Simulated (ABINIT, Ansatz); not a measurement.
# Quasiparticle gap of ZrZnF6 (Fm-3m) in ABINIT

Wanted: ground state, empty states, screening and self-energy for ZrZnF6 (Fm-3m).

Program: ABINIT 10.8.3. Level of theory: PBEsol and many-body steps on it, plane waves. Results are calculated unless marked as measured.

This is a report of a sequence of runs, with most program output left out.

## 1. Set-up

The structure is cubic, space group Fm-3m (No. 225). Conventional cell: a = 8.058 Å, b = 8.058 Å, c = 8.058 Å, α = 90.00°, β = 90.00°, γ = 90.00°. Nearest to Zr lie 6 F at 2.01 Å. Nearest to Zn lie 6 F at 2.02 Å. F has 1 Zr at 2.01 Å and 1 Zn at 2.02 Å nearest. Farther neighbours and most contacts between anions are not listed.

As a file:

```cif
data_structure
_symmetry_space_group_name_H-M 'P 1'
_symmetry_Int_Tables_number 1
_cell_length_a 5.6977
_cell_length_b 5.6977
_cell_length_c 5.6977
_cell_angle_alpha 60.000
_cell_angle_beta 60.000
_cell_angle_gamma 60.000
_cell_volume 130.79
loop_
_atom_site_label
_atom_site_type_symbol
_atom_site_fract_x
_atom_site_fract_y
_atom_site_fract_z
_atom_site_occupancy
Zr1 Zr 0.00000 0.00000 0.00000 1
Zn2 Zn 0.50000 0.50000 0.50000 1
F3 F 0.75014 0.24986 0.24986 1
F4 F 0.24986 0.75014 0.75014 1
F5 F 0.24986 0.75014 0.24986 1
F6 F 0.75014 0.24986 0.75014 1
F7 F 0.24986 0.24986 0.75014 1
F8 F 0.75014 0.75014 0.24986 1
```

The cell and positions are those that the Materials Project relaxed with its own functionals (PBE, PBE+U or r2SCAN), kept fixed.

## 2. Ground state

This step: ABINIT 10.8.3; DFT, PBEsol, plane waves, norm-conserving pseudopotentials.

The ground-state density comes first.

run.abi reads:

```
acell 3*1.0 Angstrom
rprim 
  -0.000000000000 4.028896100000 4.028896100000
  4.028896100000 -0.000000000000 4.028896100000
  4.028896100000 4.028896100000 -0.000000000000
ntypat 3
znucl 40 30 9
natom 8
typat 1 2 3 3 3 3 3 3
xred 
  0.000000000000 0.000000000000 0.000000000000
  0.500000000000 0.500000000000 0.500000000000
  0.750139860000 0.249860140000 0.249860140000
  0.249860140000 0.750139860000 0.750139860000
  0.249860140000 0.750139860000 0.249860140000
  0.750139860000 0.249860140000 0.750139860000
  0.249860140000 0.249860140000 0.750139860000
  0.750139860000 0.750139860000 0.249860140000
pp_dirpath "pseudos"
pseudos "Zr.upf, Zn.upf, F.upf"
ecut 38
ngkpt 4 4 4
nshiftk 1
shiftk 0 0 0
kptopt 1
chksymbreak 0
nband 45
occopt 1
tolvrs 1e-10
nstep 60
prtwf 0
optforces 0
optstress 0
indata_prefix "in"
outdata_prefix "out"
tmpdata_prefix "tmp"
```

On the command line:

```bash
OMP_NUM_THREADS=1 mpirun -n 4 abinit run.abi > log
```

It took 67 s on 4 MPI ranks of Arm Neoverse V2, shared host; peak memory 0.5 GiB.

Numbers from this step:

```
total energy               : -11083.1037 eV
gap                        : 6.313 eV
k of the valence top       : 0.5, 0, 0
k of the conduction bottom : 0.5, 0, 0
least direct gap           : 6.313 eV
```

The gap is direct, at (0.500, 0.000, 0.000).

## 3. Bands along the symmetry lines

The cheap functional maps the bands first; the places of the edges decide which points the dearer methods must see.

Edit run.abi of step 2 so:

```diff
@@ -21,14 +21,40 @@
 ecut 38
-ngkpt 4 4 4
-nshiftk 1
-shiftk 0 0 0
-kptopt 1
-chksymbreak 0
-nband 45
-occopt 1
-tolvrs 1e-10
-nstep 60
+iscf -2
+irdden 1
+kptopt 0
+nkpt 26
+kpt 
+  0.00000000 0.00000000 0.00000000
+  0.12500000 0.00000000 0.12500000
+  0.25000000 0.00000000 0.25000000
+  0.37500000 0.00000000 0.37500000
+  0.50000000 0.00000000 0.50000000
+  0.53125000 0.06250000 0.53125000
+  0.56250000 0.12500000 0.56250000
+  0.59375000 0.18750000 0.59375000
+  0.62500000 0.25000000 0.62500000
+  0.37500000 0.37500000 0.75000000
+  0.28125000 0.28125000 0.56250000
+  0.18750000 0.18750000 0.37500000
+  0.09375000 0.09375000 0.18750000
+  0.00000000 0.00000000 0.00000000
+  0.12500000 0.12500000 0.12500000
+  0.25000000 0.25000000 0.25000000
+  0.37500000 0.37500000 0.37500000
+  0.50000000 0.50000000 0.50000000
+  0.50000000 0.43750000 0.56250000
+  0.50000000 0.37500000 0.62500000
+  0.50000000 0.31250000 0.68750000
+  0.50000000 0.25000000 0.75000000
+  0.50000000 0.18750000 0.68750000
+  0.50000000 0.12500000 0.62500000
+  0.50000000 0.06250000 0.56250000
+  0.50000000 0.00000000 0.50000000
+istwfk *1
+nband 44
+nbdbuf 2
+tolwfr 1e-08
+nstep 40
 prtwf 0
-optforces 0
-optstress 0
+prtvol 0
 indata_prefix "in"
```

It took 92 s on 4 MPI ranks; peak memory 0.52 GiB; 6.1 min of CPU time.

This step gave:

```yaml
gap: 6.313 eV
k_of_the_valence_top: 0.5, 0.5, 0.5
k_of_the_conduction_bottom: 0.5, 0.5, 0.5
least_direct_gap: 6.313 eV
```

The gap is 6.313 eV, as in the run before at this level.

Electronic bands along the path, in eV, zero at the top of the highest filled band:

```
    point  band 34  band 35  band 36  band 37  band 38  band 39  band 40  band 41
        Γ    -0.90    -0.61    -0.61    -0.61     6.34     6.34     6.34     6.50
  halfway    -0.80    -0.80    -0.62    -0.23     6.35     6.41     6.41     7.12
        X    -0.81    -0.81    -0.63    -0.62     6.36     6.51     6.51     6.94
  halfway    -0.81    -0.69    -0.65    -0.60     6.36     6.49     6.50     7.04
        U    -0.81    -0.73    -0.55    -0.36     6.37     6.46     6.49     7.32
jump to K    -0.81    -0.73    -0.55    -0.36     6.37     6.46     6.49     7.32
  halfway    -0.76    -0.71    -0.59    -0.09     6.36     6.37     6.41     7.36
        Γ    -0.90    -0.61    -0.61    -0.61     6.34     6.34     6.34     6.50
  halfway    -0.75    -0.70    -0.34    -0.34     6.33     6.38     6.38     7.14
        L    -0.95    -0.87     0.00     0.00     6.31     6.41     6.41     8.28
  halfway    -0.85    -0.82    -0.30    -0.13     6.37     6.41     6.46     7.75
        W    -0.80    -0.80    -0.69    -0.30     6.41     6.41     6.50     7.36
  halfway    -0.81    -0.71    -0.67    -0.49     6.37     6.47     6.51     7.13
        X    -0.81    -0.81    -0.63    -0.62     6.36     6.51     6.51     6.94
```

## 4. Empty states on the mesh, 2×2×2 mesh, 273 bands

The sums over transitions need many empty states on a uniform mesh; this step solves for them.

run.abi reads:

```
acell 3*1.0 Angstrom
rprim 
  -0.000000000000 4.028896100000 4.028896100000
  4.028896100000 -0.000000000000 4.028896100000
  4.028896100000 4.028896100000 -0.000000000000
ntypat 3
znucl 40 30 9
natom 8
typat 1 2 3 3 3 3 3 3
xred 
  0.000000000000 0.000000000000 0.000000000000
  0.500000000000 0.500000000000 0.500000000000
  0.750139860000 0.249860140000 0.249860140000
  0.249860140000 0.750139860000 0.750139860000
  0.249860140000 0.750139860000 0.249860140000
  0.750139860000 0.249860140000 0.750139860000
  0.249860140000 0.249860140000 0.750139860000
  0.750139860000 0.750139860000 0.249860140000
pp_dirpath "pseudos"
pseudos "Zr.upf, Zn.upf, F.upf"
ecut 38
ngkpt 2 2 2
nshiftk 1
shiftk 0 0 0
kptopt 1
chksymbreak 0
iscf -2
irdden 1
istwfk *1
nband 273
nbdbuf 24
tolwfr 1e-09
nstep 60
prtvol 0
indata_prefix "in"
outdata_prefix "out"
tmpdata_prefix "tmp"
```

The job ended after 2.5 min (4 MPI ranks; peak memory 0.46 GiB).

This step gave:

| Quantity | Value |
| --- | --- |
| gap | 6.313 eV |
| k of the valence top | 0.5, 0, 0 |
| k of the conduction bottom | 0.5, 0, 0 |
| least direct gap | 6.313 eV |
| k points computed | 3 |
| lowest point of the top converged band, above the valence top | 79.3675 eV |

On this mesh the gap is 6.313 eV.

## 5. Screening, 2×2×2 mesh, 249 bands, screening to 176.9 eV

The RPA dielectric matrix is built and inverted for each q.

This step: RPA screening on PBEsol, plane waves, norm-conserving pseudopotentials.

Edit run.abi of step 4 so:

```diff
@@ -26,10 +26,11 @@
 chksymbreak 0
-iscf -2
-irdden 1
 istwfk *1
-nband 273
-nbdbuf 24
-tolwfr 1e-09
-nstep 60
-prtvol 0
+occopt 1
+irdwfk 1
+optdriver 3
+nband 249
+ecuteps 6.5
+inclvkb 2
+awtr 1
+symchi 1
 indata_prefix "in"
```

It took 1.7 min on 4 MPI ranks; peak memory 2.5 GiB.

This step gave:

* ε∞ with local fields, on this mesh, along the program's q direction: 2.174
* the same without local fields: 2.354
* plasma frequency: 27.93 eV
* plane waves in the screening matrix: 725

Local fields lower ε∞ by 8 %. On a Γ-centred mesh this coarse the value itself is usually too large, while a short band sum pulls it down.

## 6. Self-energy, 2×2×2 mesh, 249 bands, screening to 176.9 eV

The self-energy is evaluated for the states that the input lists, and the levels follow from it, in one-shot runs by the linearised quasiparticle equation.

This step: G0W0 on PBEsol, plane waves, norm-conserving pseudopotentials.

Edit run.abi of step 5 so:

```diff
@@ -29,8 +29,17 @@
 irdwfk 1
-optdriver 3
+optdriver 4
 nband 249
+gwcalctyp 0
+ecutsigx 38
+symsigma 1
+nkptgw 2
+kptgw 
+  0.5000000000 0.0000000000 0.0000000000
+  0.0000000000 0.0000000000 0.0000000000
+bdgw 
+  36 40
+  35 40
 ecuteps 6.5
-inclvkb 2
-awtr 1
-symchi 1
+irdscr 1
+ppmodel 1
 indata_prefix "in"
```

Wall time 54 s (4 MPI ranks); peak memory 2.2 GiB.

This step gave:

| Item | Value |
| --- | --- |
| G0W0 gap on the points computed | 10.74 eV |
| starting gap on the mesh | 6.313 eV |
| k of the valence top | 0.5, 0, 0 |
| k of the conduction bottom | 0.5, 0, 0 |
| Z at the valence top | 0.825 |
| Z at the conduction bottom | 0.853 |
| least direct G0W0 gap on the computed points | 10.74 eV |

The gap on the mesh goes from 6.31 eV to 10.74 eV, a correction of +4.42 eV.

Limits: finite bands, cutoff and mesh; d shell near the gap, gap tends to lie low; no spin-orbit coupling; coarse k mesh. v1 is the top filled band, c1 the lowest empty one. The levels before and after the correction (eV, zero at the valence-band top of each column):

```
           conduction bottom  valence top
Kohn-Sham               6.31         0.00
     G0W0              10.74         0.00
```

```
                     level  energy (eV)
Kohn-Sham  (0.5 0 0) v2-v1        0.000
Kohn-Sham     (0.5 0 0) c1        6.313
Kohn-Sham  (0.5 0 0) c2-c3        6.414
     G0W0  (0.5 0 0) v2-v1        0.000
     G0W0     (0.5 0 0) c1       10.738
     G0W0  (0.5 0 0) c2-c3       10.881
```

## 7. Where the time went

Times are wall times on 4 MPI ranks of Arm Neoverse V2, shared host, good to a factor of about two.

```
                          step     time  share  memory (GiB)
                  ground state     67 s   14 %           0.5
bands along the symmetry lines     92 s   20 %          0.52
      empty states on the mesh  2.5 min   32 %          0.46
                     screening  1.7 min   22 %           2.5
                   self-energy     54 s   12 %           2.2
```

## 8. What came out

* PBEsol gap: 6.31 eV, direct
* G0W0 gap on the mesh: 10.74 eV
* GW settings: 2×2×2 mesh, 249 bands, screening to 176.9 eV, Godby-Needs plasmon pole
* known limits: not at the basis limit; d shell near the gap, gap tends to lie low; no spin-orbit coupling; coarse k mesh

**Reading.** G0W0 moves the gap on the mesh from 6.31 eV to 10.74 eV (+4.42 eV), with Z of 0.82 and 0.85 at the edges. Local fields lower the RPA ε∞ on this mesh from 2.35 to 2.17; a Γ-centred mesh this coarse tends to raise both, most where the direct gap is narrow, while a short band sum lowers them. Only 2 of the mesh's irreducible points were corrected, so a valley elsewhere could overtake. Bands and cutoff are finite, so the gap is not at the basis limit. The miss can reach some tenths of an eV and take either sign; the mesh is an error of its own. In the G0W0 run levels were corrected at 2 k points alone, so a gap called «on the mesh» is the least over those, and an edge elsewhere would be missed. The 2×2×2 mesh is coarse for this cell, which bears on the long-range parts of exchange and screening. A d shell, filled or nearly so, lies near the gap. One-shot GW converges very slowly in bands there, not always from below, and on a semilocal start the gap tends to come out low; starts rich in exact exchange can overshoot instead. The many-body steps are scalar-relativistic: spin-orbit coupling is not in them.

[Paths, hosts, dates, memory and timing lines, banners, echoed tables and standing remarks are left out of the program output.]

[Logs are printed without paths, hosts, clocks, repeated set-up lines and the standing remarks that a program may print on its own settings, such as how far it seeks lower states.]

[Runs of the session that timed out or met a known fault of the program may be left out.]

[Hosts, paths, dates, database ids (printed as entryN), source tags and the programs' standing remarks are cut or masked in the printed files.]

[G0W0 gaps are taken among the corrected bands and points alone; a level outside them can change the order at an edge.]

[Where Ansatz stands beside ABINIT at settings called matched, ABINIT's density can come from a denser mesh and the files from another edition; pairs whose starting gaps differed by over 0.03 eV were left out, so agreement reads better than it is.]
